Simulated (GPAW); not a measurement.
# Ballistic transport through a carbon nanotube (5, 5); one C replaced by B, cheap and dear

Aim: T(E), conductance and thermopower of a carbon nanotube (5, 5); one C replaced by B, and what cheaper settings cost in accuracy.

Program: GPAW 26.7.0. Level of theory: GPAW LCAO, PAW setups; Landauer transmission from Green's functions with principal layers (ASE), zero bias. Results are calculated unless marked as measured.

## 1. Set-up

The cell holds 240 atoms: 239 C and 1 B. Its edges and angles: a = 14.780 Å, b = 14.780 Å, c = 29.514 Å, α = 90.0°, β = 90.0°, γ = 90.0°. Regions: left lead, 100 atoms (100 C); channel, 40 atoms (39 C and 1 B); right lead, 100 atoms (100 C). Vacuum lies along a and b. The structure is stacked along c, and the current runs across the ab planes.

## 2. GPAW, szp

The second zeta is dropped, the polarisation orbitals stay.

run.py reads:

```python
import json
import numpy as np
from ase import Atoms
from ase.transport.calculators import TransportCalculator
from gpaw import GPAW, FermiDirac
from gpaw.lcao.tools import get_lcao_hamiltonian
from scipy.linalg import eigh

# The junction with lead layers at both ends, along the third cell vector
device = Atoms(
    ['C', 'C', 'C', 'C', 'C', 'C', 'C', 'C', 'C', 'C', 'C', 'C', 'C', 'C', 'C', 'C', 'C', 'C', 'C', 'C', 'C', 'C', 'C', 'C', 'C', 'C', 'C', 'C', 'C', 'C', 'C', 'C', 'C', 'C', 'C', 'C', 'C', 'C', 'C', 'C', 'C', 'C', 'C', 'C', 'C', 'C', 'C', 'C', 'C', 'C', 'C', 'C', 'C', 'C', 'C', 'C', 'C', 'C', 'C', 'C', 'C', 'C', 'C', 'C', 'C', 'C', 'C', 'C', 'C', 'C', 'C', 'C', 'C', 'C', 'C', 'C', 'C', 'C', 'C', 'C', 'C', 'C', 'C', 'C', 'C', 'C', 'C', 'C', 'C', 'C', 'C', 'C', 'C', 'C', 'C', 'C', 'C', 'C', 'C', 'C', 'C', 'C', 'C', 'C', 'C', 'C', 'C', 'C', 'C', 'C', 'C', 'C', 'C', 'C', 'C', 'C', 'C', 'C', 'C', 'C', 'C', 'B', 'C', 'C', 'C', 'C', 'C', 'C', 'C', 'C', 'C', 'C', 'C', 'C', 'C', 'C', 'C', 'C', 'C', 'C', 'C', 'C', 'C', 'C', 'C', 'C', 'C', 'C', 'C', 'C', 'C', 'C', 'C', 'C', 'C', 'C', 'C', 'C', 'C', 'C', 'C', 'C', 'C', 'C', 'C', 'C', 'C', 'C', 'C', 'C', 'C', 'C', 'C', 'C', 'C', 'C', 'C', 'C', 'C', 'C', 'C', 'C', 'C', 'C', 'C', 'C', 'C', 'C', 'C', 'C', 'C', 'C', 'C', 'C', 'C', 'C', 'C', 'C', 'C', 'C', 'C', 'C', 'C', 'C', 'C', 'C', 'C', 'C', 'C', 'C', 'C', 'C', 'C', 'C', 'C', 'C', 'C', 'C', 'C', 'C', 'C', 'C', 'C', 'C', 'C', 'C', 'C', 'C', 'C', 'C', 'C', 'C', 'C', 'C', 'C', 'C', 'C', 'C', 'C', 'C'],
    positions=[
        [4.07408, 8.09482, 0.61488],
        [4.64743, 9.38259, 0.61488],
        [4.64743, 5.39741, 0.61488],
        [5.69500, 4.45417, 0.61488],
        [7.03565, 10.76143, 0.61488],
        [8.43757, 10.61408, 0.61488],
        [8.43757, 4.16592, 0.61488],
        [9.65835, 4.87074, 0.61488],
        [10.48692, 8.76884, 0.61488],
        [10.78000, 7.39000, 0.61488],
        [4.00000, 7.39000, 1.84463],
        [4.29308, 6.01116, 1.84463],
        [5.12165, 9.90926, 1.84463],
        [6.34243, 10.61408, 1.84463],
        [6.34243, 4.16592, 1.84463],
        [7.74435, 4.01857, 1.84463],
        [9.08500, 10.32583, 1.84463],
        [10.13257, 9.38259, 1.84463],
        [10.13257, 5.39741, 1.84463],
        [10.70592, 6.68518, 1.84463],
        [4.07408, 8.09482, 3.07439],
        [4.64743, 9.38259, 3.07439],
        [4.64743, 5.39741, 3.07439],
        [5.69500, 4.45417, 3.07439],
        [7.03565, 10.76143, 3.07439],
        [8.43757, 10.61408, 3.07439],
        [8.43757, 4.16592, 3.07439],
        [9.65835, 4.87074, 3.07439],
        [10.48692, 8.76884, 3.07439],
        [10.78000, 7.39000, 3.07439],
[... 204 atom lines left out ...]
        [6.34243, 4.16592, 28.89927],
        [7.74435, 4.01857, 28.89927],
        [9.08500, 10.32583, 28.89927],
        [10.13257, 9.38259, 28.89927],
        [10.13257, 5.39741, 28.89927],
        [10.70592, 6.68518, 28.89927]],
    cell=[[14.78, 0.0, 0.0], [0.0, 14.78, 0.0], [0.0, 0.0, 29.51415]],
    pbc=True)

# One principal layer of the lead: the first 60 atoms of the device
lead = Atoms(
    ['C', 'C', 'C', 'C', 'C', 'C', 'C', 'C', 'C', 'C', 'C', 'C', 'C', 'C', 'C', 'C', 'C', 'C', 'C', 'C', 'C', 'C', 'C', 'C', 'C', 'C', 'C', 'C', 'C', 'C', 'C', 'C', 'C', 'C', 'C', 'C', 'C', 'C', 'C', 'C', 'C', 'C', 'C', 'C', 'C', 'C', 'C', 'C', 'C', 'C', 'C', 'C', 'C', 'C', 'C', 'C', 'C', 'C', 'C', 'C'],
    positions=[
        [4.07408, 8.09482, 0.61488],
        [4.64743, 9.38259, 0.61488],
        [4.64743, 5.39741, 0.61488],
        [5.69500, 4.45417, 0.61488],
        [7.03565, 10.76143, 0.61488],
        [8.43757, 10.61408, 0.61488],
        [8.43757, 4.16592, 0.61488],
        [9.65835, 4.87074, 0.61488],
        [10.48692, 8.76884, 0.61488],
        [10.78000, 7.39000, 0.61488],
        [4.00000, 7.39000, 1.84463],
        [4.29308, 6.01116, 1.84463],
        [5.12165, 9.90926, 1.84463],
        [6.34243, 10.61408, 1.84463],
        [6.34243, 4.16592, 1.84463],
        [7.74435, 4.01857, 1.84463],
        [9.08500, 10.32583, 1.84463],
        [10.13257, 9.38259, 1.84463],
        [10.13257, 5.39741, 1.84463],
        [10.70592, 6.68518, 1.84463],
        [4.07408, 8.09482, 3.07439],
        [4.64743, 9.38259, 3.07439],
        [4.64743, 5.39741, 3.07439],
        [5.69500, 4.45417, 3.07439],
        [7.03565, 10.76143, 3.07439],
        [8.43757, 10.61408, 3.07439],
        [8.43757, 4.16592, 3.07439],
        [9.65835, 4.87074, 3.07439],
        [10.48692, 8.76884, 3.07439],
        [10.78000, 7.39000, 3.07439],
        [4.00000, 7.39000, 4.30415],
        [4.29308, 6.01116, 4.30415],
        [5.12165, 9.90926, 4.30415],
        [6.34243, 10.61408, 4.30415],
        [6.34243, 4.16592, 4.30415],
        [7.74435, 4.01857, 4.30415],
        [9.08500, 10.32583, 4.30415],
        [10.13257, 9.38259, 4.30415],
        [10.13257, 5.39741, 4.30415],
        [10.70592, 6.68518, 4.30415],
        [4.07408, 8.09482, 5.53390],
        [4.64743, 9.38259, 5.53390],
        [4.64743, 5.39741, 5.53390],
        [5.69500, 4.45417, 5.53390],
        [7.03565, 10.76143, 5.53390],
        [8.43757, 10.61408, 5.53390],
        [8.43757, 4.16592, 5.53390],
        [9.65835, 4.87074, 5.53390],
        [10.48692, 8.76884, 5.53390],
        [10.78000, 7.39000, 5.53390],
        [4.00000, 7.39000, 6.76366],
        [4.29308, 6.01116, 6.76366],
        [5.12165, 9.90926, 6.76366],
        [6.34243, 10.61408, 6.76366],
        [6.34243, 4.16592, 6.76366],
        [7.74435, 4.01857, 6.76366],
        [9.08500, 10.32583, 6.76366],
        [10.13257, 9.38259, 6.76366],
        [10.13257, 5.39741, 6.76366],
        [10.70592, 6.68518, 6.76366]],
    cell=[[14.78, 0.0, 0.0], [0.0, 14.78, 0.0], [0.0, 0.0, 7.37854]],
    pbc=True)

settings = dict(mode='lcao', basis='szp(dzp)', xc='PBE', h=0.2,
                occupations=FermiDirac(0.1), maxiter=250,
                mixer=dict(beta=0.1, nmaxold=8, weight=100.0),
                convergence=dict(density=0.0001))
energies = np.arange(-2, 2 + 1e-9, 0.05)
eta = 0.0001
n1, n2 = 1, 1
# k and -k transmit alike, so half of the mesh across the current serves
mesh = [(i, j) for i in range(n1) for j in range(n2) if (i, j) <= (-i % n1, -j % n2)]
weights = np.array([1 if (i, j) == (-i % n1, -j % n2) else 2 for i, j in mesh]) / (n1 * n2)

# [... helper functions left out ...]
fermi_lead = ground_state(lead, (1, 1, 15), 'lead.txt')
fermi_device = ground_state(device, (1, 1, 3), 'device.txt')
# [... loop over the mesh left out, but for ...]
        # Shift the lead onto the potential of the device's first layer
        shift = ((H[:, 0, 0] - H0[:, 0, 0]) / S0[0, 0]).real.mean()
# [...]
kT = 8.617333e-5 * 300
bias = [0.1, 0.2, 0.5, 1.0, 1.5, 2.0]
# [... integrals and printing left out ...]
```

Command:

```bash
$ OMP_NUM_THREADS=1 OPENBLAS_NUM_THREADS=1 python run.py
```

The log of the run:

```text
basis functions: device 2160, principal layer 540
Fermi level: lead -2.5830 eV, device -2.6838 eV; lead shifted by 0.0244 eV
largest coupling past the next layer 3.23e-15 eV, largest misfit of the first layer 0.044 eV
  E-E_F (eV)   T (one spin)  [channel counts left out]
    -2.000    3.9533e+00
    -1.950    3.9007e+00
    -1.900    3.9693e+00
    -1.850    4.1132e+00
    -1.800    4.2541e+00
    -1.750    4.3523e+00
    -1.700    4.4081e+00
    -1.650    4.4176e+00
    -1.600    4.3662e+00
    -1.550    4.2172e+00
    -1.500    3.8782e+00
    -1.450    3.0684e+00
    -1.400    1.6627e+00
    -1.350    1.1423e+00
    -1.300    1.0578e+00
    -1.250    1.4636e+00
[...]
1.650    8.1688e+00
     1.700    8.2276e+00
     1.750    7.4983e+00
     1.800    7.6208e+00
     1.850    7.7183e+00
     1.900    7.4676e+00
     1.950    7.7868e+00
     2.000    7.8969e+00
conductance at 300 K: 1.9506 G0 a cell; thermopower -0.378 uV/K
current from the zero-bias T(E) at 0.1 V: 15.112 uA
current from the zero-bias T(E) at 0.2 V: 30.215 uA
current from the zero-bias T(E) at 0.5 V: 75.417 uA
current from the zero-bias T(E) at 1.0 V: 149.83 uA
current from the zero-bias T(E) at 1.5 V: 221.02 uA
current from the zero-bias T(E) at 2.0 V: 284.09 uA
```

Run time: 41 min. Hardware: 1 thread of Intel Xeon 6975P-C (Granite Rapids), shared host; peak memory 4.7 GiB.

This step gave:

* conductance: 1.951 G₀
* largest coupling past the next principal layer: 3.23e-15 eV
* largest misfit of the first principal layer: 0.04413 eV
* shift that aligns the lead: 0.02435 eV
* basis functions of the junction: 2160
* basis functions of a principal layer: 540
* transmission at the Fermi level (one spin): 1.952

One spin. The transmission, zone mean by energy, zero at the Fermi level:

```csv
energy (eV),"transmission, zone mean"
-2.000,3.95
-1.800,4.25
-1.650,4.42
-1.600,4.37
-1.400,1.66
-1.200,1.41
-1.000,0.997
-0.800,1.44
-0.600,1.73
-0.400,1.86
-0.200,1.92
0.000,1.95
0.200,1.97
0.400,1.98
0.600,1.98
0.800,1.99
1.000,1.99
1.200,2.29
1.400,6.75
1.600,7.98
1.700,8.23
1.800,7.62
2.000,7.90
```

Not self-consistent under bias; the bias window is split evenly. The current through one cell, from the zero-bias transmission by bias:

```csv
bias (V),"current through one cell, from the zero-bias transmission (μA)"
0.100,15.1
0.200,30.2
0.500,75.4
1.000,150
1.500,221
2.000,284
```

Transmission of the three most open eigenchannels against energy, zero at the Fermi level:

```csv
energy (eV),channel 1,channel 2,channel 3
-2.00,0.999,0.997,0.973
-1.90,0.999,0.994,0.979
-1.80,0.999,0.988,0.979
-1.70,0.999,0.973,0.968
-1.55,0.999,0.892,0.876
-1.45,0.999,0.683,0.516
-1.35,0.956,0.186,4.4e-5
-1.25,0.839,0.625,3.4e-9
-1.15,0.953,0.293,1.8e-10
-1.05,0.978,0.0114,1.2e-9
-0.90,0.989,0.214,1.0e-11
-0.80,0.992,0.451,1.7e-12
-0.70,0.994,0.625,0
-0.60,0.995,0.740,0
-0.50,0.996,0.815,0
-0.40,0.996,0.866,0
-0.25,0.997,0.913,0
-0.15,0.997,0.933,0
-0.05,0.997,0.948,0
0.00,0.997,0.955,0
0.05,0.998,0.957,0
0.15,0.998,0.966,0
0.25,0.998,0.972,0
0.40,0.998,0.979,0
0.50,0.998,0.982,0
0.60,0.998,0.985,0
0.70,0.998,0.987,0
0.80,0.998,0.988,1.7e-12
0.90,0.998,0.990,7.3e-12
1.05,0.999,0.991,1.9e-10
1.15,0.999,0.993,1.5e-8
1.25,0.999,0.994,0.429
1.35,0.999,0.993,0.898
1.45,0.998,0.992,0.975
1.55,0.998,0.994,0.989
1.70,0.998,0.997,0.996
1.80,0.998,0.998,0.997
1.90,0.998,0.998,0.995
2.00,0.998,0.998,0.996
```

Couplings past the next layer reach 3.2e-15 eV, small enough to drop; the matrix elements of the cell's first layer differ from the bulk lead's by up to 0.044 eV. That layer keeps its own values in the calculation, and only beyond it is the lead taken as perfect.

## 3. GPAW, sz, basis sz(dzp)

The minimal basis is the cheapest rung: no second zeta and no polarisation.

Edit run.py of step 2 so:

```diff
@@ -119,3 +119,3 @@
 
-settings = dict(mode='lcao', basis='szp(dzp)', xc='PBE', h=0.2,
+settings = dict(mode='lcao', basis='sz(dzp)', xc='PBE', h=0.2,
                 occupations=FermiDirac(0.1), maxiter=250,
```

The log of the run:

```text
basis functions: device 960, principal layer 240
Fermi level: lead -3.3167 eV, device -3.4189 eV; lead shifted by 0.0217 eV
largest coupling past the next layer 2.92e-15 eV, largest misfit of the first layer 0.043 eV
  E-E_F (eV)   T (one spin)  [channel counts left out]
    -2.000    3.8693e+00
    -1.950    3.9037e+00
    -1.900    4.0390e+00
    -1.850    4.1778e+00
    -1.800    4.2871e+00
    -1.750    4.3549e+00
    -1.700    4.3751e+00
    -1.650    4.3359e+00
    -1.600    4.2064e+00
    -1.550    3.9087e+00
    -1.500    3.2165e+00
    -1.450    1.5459e+00
    -1.400    1.9674e+00
    -1.350    7.6555e-01
    -1.300    1.2730e+00
    -1.250    1.4170e+00
[...]
1.650    5.5560e+00
     1.700    6.6511e+00
     1.750    7.1453e+00
     1.800    7.4757e+00
     1.850    7.7323e+00
     1.900    7.8529e+00
     1.950    7.1211e+00
     2.000    7.2708e+00
conductance at 300 K: 1.9442 G0 a cell; thermopower -0.4468 uV/K
current from the zero-bias T(E) at 0.1 V: 15.061 uA
current from the zero-bias T(E) at 0.2 V: 30.113 uA
current from the zero-bias T(E) at 0.5 V: 75.14 uA
current from the zero-bias T(E) at 1.0 V: 149.09 uA
current from the zero-bias T(E) at 1.5 V: 219.29 uA
current from the zero-bias T(E) at 2.0 V: 281.14 uA
```

It took 5.9 min on 1 thread; peak memory 2.6 GiB.

This step gave:

- conductance: 1.944 G₀
- largest coupling past the next principal layer: 2.92e-15 eV
- largest misfit of the first principal layer: 0.04339 eV
- shift that aligns the lead: 0.02172 eV
- basis functions of the junction: 960
- basis functions of a principal layer: 240
- transmission at the Fermi level (one spin): 1.946

One spin. Transmission, zone mean against energy, zero at the Fermi level:

```csv
energy (eV),"transmission, zone mean"
-2.000,3.87
-1.800,4.29
-1.700,4.38
-1.600,4.21
-1.400,1.97
-1.200,1.36
-1.000,0.981
-0.800,1.36
-0.600,1.69
-0.400,1.84
-0.200,1.91
0.000,1.95
0.200,1.96
0.400,1.97
0.600,1.98
0.800,1.99
1.000,1.99
1.200,1.99
1.400,3.11
1.600,4.98
1.800,7.48
1.900,7.85
2.000,7.27
```

Not self-consistent under bias; the bias window is split evenly. The current through one cell, from the zero-bias transmission by bias:

```csv
bias (V),"current through one cell, from the zero-bias transmission (μA)"
0.100,15.1
0.200,30.1
0.500,75.1
1.000,149
1.500,219
2.000,281
```

Table of transmission of the three most open eigenchannels by energy, zero at the Fermi level:

```csv
energy (eV),channel 1,channel 2,channel 3
-2.00,0.999,0.996,0.976
-1.90,0.999,0.992,0.980
-1.80,0.999,0.983,0.976
-1.70,0.999,0.959,0.959
-1.55,0.999,0.837,0.791
-1.45,0.998,0.547,5.8e-6
-1.35,0.525,0.240,7.7e-7
-1.25,0.856,0.562,7.6e-10
-1.15,0.948,0.281,6.4e-11
-1.05,0.974,0.0272,2.1e-10
-0.90,0.987,0.144,7.7e-12
-0.80,0.990,0.374,1.1e-12
-0.70,0.993,0.564,0
-0.60,0.994,0.696,0
-0.50,0.995,0.785,0
-0.40,0.996,0.844,0
-0.25,0.997,0.901,0
-0.15,0.997,0.924,0
-0.05,0.997,0.941,0
0.00,0.997,0.949,0
0.05,0.997,0.951,0
0.15,0.998,0.962,0
0.25,0.998,0.968,0
0.40,0.998,0.976,0
0.50,0.998,0.980,0
0.60,0.998,0.983,0
0.70,0.998,0.985,0
0.80,0.998,0.987,0
0.90,0.998,0.988,0
1.05,0.999,0.990,6.2e-12
1.15,0.999,0.991,4.7e-11
1.25,0.999,0.992,1.1e-9
1.35,0.999,0.994,0.126
1.45,0.999,0.994,0.573
1.55,0.999,0.993,0.810
1.70,0.999,0.991,0.969
1.80,0.998,0.994,0.988
1.90,0.998,0.995,0.994
2.00,0.998,0.998,0.996
```

At the Fermi level the transmission is 1.95. The current reaches 281 μA at 2 V, close to what the ratio of current to bias at 0.1 V would give.

## 4. revPBE in the szp basis: xc = "revPBE"

Back in the szp basis, the functional changes from PBE to revPBE, to set the spread between functionals beside that between bases.

Edit run.py of step 3 so:

```diff
@@ -119,3 +119,3 @@
 
-settings = dict(mode='lcao', basis='sz(dzp)', xc='PBE', h=0.2,
+settings = dict(mode='lcao', basis='szp(dzp)', xc='revPBE', h=0.2,
                 occupations=FermiDirac(0.1), maxiter=250,
```

The log of the run:

```text
basis functions: device 2160, principal layer 540
Fermi level: lead -2.4977 eV, device -2.5988 eV; lead shifted by 0.0243 eV
largest coupling past the next layer 3.50e-15 eV, largest misfit of the first layer 0.044 eV
  E-E_F (eV)   T (one spin)  [channel counts left out]
    -2.000    3.9386e+00
    -1.950    3.9061e+00
    -1.900    3.9945e+00
[...]
1.950    7.7642e+00
     2.000    7.8860e+00
conductance at 300 K: 1.9506 G0 a cell; thermopower -0.3734 uV/K
current from the zero-bias T(E) at 0.1 V: 15.111 uA
current from the zero-bias T(E) at 0.2 V: 30.214 uA
current from the zero-bias T(E) at 0.5 V: 75.415 uA
current from the zero-bias T(E) at 1.0 V: 149.84 uA
current from the zero-bias T(E) at 1.5 V: 221.11 uA
current from the zero-bias T(E) at 2.0 V: 284.38 uA
```

Run time: 41 min. Hardware: 1 thread; peak memory 4.7 GiB.

This step gave:

```
conductance                                    : 1.951 G₀
largest coupling past the next principal layer : 3.50e-15 eV
largest misfit of the first principal layer    : 0.04412 eV
shift that aligns the lead                     : 0.02434 eV
basis functions of the junction                : 2160
basis functions of a principal layer           : 540
transmission at the Fermi level (one spin)     : 1.952
```

One spin. Table of transmission, zone mean by energy, zero at the Fermi level:

```csv
energy (eV),"transmission, zone mean"
-2.000,3.94
-1.800,4.28
-1.650,4.41
-1.600,4.35
-1.400,1.74
-1.200,1.39
-1.000,1.00
-0.800,1.45
-0.600,1.74
-0.400,1.86
-0.200,1.92
0.000,1.95
0.200,1.97
0.400,1.98
0.600,1.98
0.800,1.99
1.000,1.99
1.200,2.18
1.400,6.71
1.600,7.97
1.700,8.29
1.800,7.61
2.000,7.89
```

The conductance equals that of the szp run to 0.2 %.

## 5. Cost and result by level

Times are for 1 thread of Intel Xeon 6975P-C (Granite Rapids), shared host. The series side by side:

```csv
no.,run,conductance (G₀),time,memory (GiB)
1,szp,1.951,41 min,4.7
2,sz,1.944,5.9 min,2.6
3,szp revPBE,1.951,41 min,4.7
```

## 6. Comparison

The curves are compared point by point over the common energies.

This step: comparison of transmission and cost over codes and levels (GPAW 26.7.0).

Ladder, by row:

```csv
step,code,T at the Fermi level (sum over the listed spins),conductance (G0),r.m.s. T(E) from the first,wall time (s),peak memory (GiB),threads
szp,GPAW,1.952,1.951,0,2483,4.71,1
sz,GPAW,1.946,1.944,1.056,355.5,2.63,1
szp-revPBE,GPAW,1.952,1.951,0.04395,2483,4.72,1
```

The transmission, zone mean, sum over the listed spins by energy, zero at the Fermi level:

```csv
energy (eV),szp,sz,szp-revPBE
-2.00,3.95,3.87,3.94
-1.90,3.97,4.04,3.99
-1.80,4.25,4.29,4.28
-1.70,4.41,4.38,4.41
-1.65,4.42,4.34,4.41
-1.55,4.22,3.91,4.18
-1.45,3.07,1.55,2.85
-1.35,1.14,0.766,1.01
-1.25,1.46,1.42,1.47
-1.15,1.25,1.23,1.22
-1.05,0.990,1.00,0.986
-0.90,1.20,1.13,1.22
-0.80,1.44,1.36,1.45
-0.70,1.62,1.56,1.62
-0.60,1.73,1.69,1.74
-0.50,1.81,1.78,1.81
-0.40,1.86,1.84,1.86
-0.25,1.91,1.90,1.91
-0.15,1.93,1.92,1.93
-0.05,1.95,1.94,1.95
0.00,1.95,1.95,1.95
0.05,1.95,1.95,1.95
0.15,1.96,1.96,1.96
0.25,1.97,1.97,1.97
0.40,1.98,1.97,1.98
0.50,1.98,1.98,1.98
0.60,1.98,1.98,1.98
0.70,1.98,1.98,1.98
0.80,1.99,1.99,1.99
0.90,1.99,1.99,1.99
1.05,1.99,1.99,1.99
1.15,1.99,1.99,1.99
1.25,3.27,1.99,3.18
1.35,6.08,2.35,6.04
1.45,7.18,3.72,7.16
1.55,7.77,4.63,7.75
1.70,8.23,6.65,8.29
1.80,7.62,7.48,7.61
1.90,7.47,7.85,7.36
2.00,7.90,7.27,7.89
```

## 7. Summary of results

| Item | Value |
| --- | --- |
| conductance | 1.95 G₀ |
| transmission at the Fermi level, mean of the spins | 1.95 |
| thermopower | about 0 (under 1.5 μV/K) |

**Reading.** In the szp basis the junction conducts 1.95 G₀ at 300 K, with T = 1.95 a spin at the Fermi level; the sz basis reaches that conductance within 10 %. At the Fermi level two eigenchannels carry the current (1.00 and 0.95). Measured against the first run (szp), the nearest curve is that of szp-revPBE (r.m.s. 0.044) and the farthest that of sz (1.1). Over the compared runs wall time goes from 356 s (sz) to 2483 s (szp-revPBE), on a shared host. The geometry was built from estimated bond lengths and not relaxed, so the numbers describe this model structure. The run had no spin polarisation, so a magnetic state, which chains and small molecules with open shells often have, wasn't tested. The currents use the zero-bias T(E) throughout, which holds only while the bias is small against the distance to the nearest feature. The energy step is wider than the thermal energy, so the conductance and thermopower rest on interpolation of T(E).

[Logs are printed without paths, hosts, clocks, repeated set-up lines and the standing remarks that a program may print on its own settings, such as how far it seeks lower states.]

[Hosts, paths, dates, database ids (printed as entryN), source tags and the programs' standing remarks are cut or masked in the printed files.]
